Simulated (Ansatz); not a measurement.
Planning a run of Ansatz 0.2.0 on Bi2Te2Pb2S3 (P-3m1). The input:

```yaml
crystal:
  lattice:
    - [4.25788, 0.0, 0.0]
    - [-2.12894, 3.6874322463, 0.0]
    - [0.0, 0.0, 16.9431]
  atoms:
    - { symbol: Bi, position: [0.0, 0.0, 0.19477] }
    - { symbol: Bi, position: [0.0, 0.0, 0.80523] }
    - { symbol: Te, position: [0.3333333333, 0.6666666667, 0.9106] }
    - { symbol: Te, position: [0.6666666667, 0.3333333333, 0.0894] }
    - { symbol: Pb, position: [0.3333333333, 0.6666666667, 0.60123] }
    - { symbol: Pb, position: [0.6666666667, 0.3333333333, 0.39877] }
    - { symbol: S, position: [0.3333333333, 0.6666666667, 0.29817] }
    - { symbol: S, position: [0.6666666667, 0.3333333333, 0.70183] }
    - { symbol: S, position: [0.0, 0.0, 0.5] }
kpoints:
  mp_grid: { grid: [3, 3, 1] }
hamiltonian:
  xc: pbe
  pseudopotentials: { kind: paw, source: ansatz }
scf:
  occupations: { method: fixed }
gw:
  n_empty_bands: 1000
  ecut_chi: 140.0
  qp_bands: [v6, c3]
  qp_kpoints: [[0, 0, 0]]
  screening: { model: contour_deformation }
```

```sh
ansatz run input.yaml --threads 4 --pin off --max-ram 138240MiB --backend cuda --events-out ev --progress --plain --runs-dir out --devices 1 --max-vram 26GiB
```

How long will it take on 1 × NVIDIA H100 80GB HBM3 (shared by 3 runs) with 4 threads of AMD EPYC 7R13 (Zen 3), shared host, and how much memory?

It took 16 s; on shared hardware allow 8 s to 32 s. Peak host memory was 2.5 GiB. The sizes that set the cost: 9759 plane waves a state, 3 irreducible k points, 1070 bands summed, 951 plane waves in the screening and 11 SCF cycles.

The screening grows as filled bands × empty bands × pairs of k points, times the square of the screening basis for the matrix.

[Paths, hosts, dates, memory and timing lines, banners, echoed tables and standing remarks are left out of the program output.]

[Logs are printed without paths, hosts, clocks, repeated set-up lines and the standing remarks that a program may print on its own settings, such as how far it seeks lower states.]

[Runs of the session that timed out or met a known fault of the program may be left out.]

[Cells called generated may have been cut or substituted from an entry of the Crystallography Open Database or the Materials Project.]

[Hosts, paths, dates, database ids (printed as entryN), source tags and the programs' standing remarks are cut or masked in the printed files.]
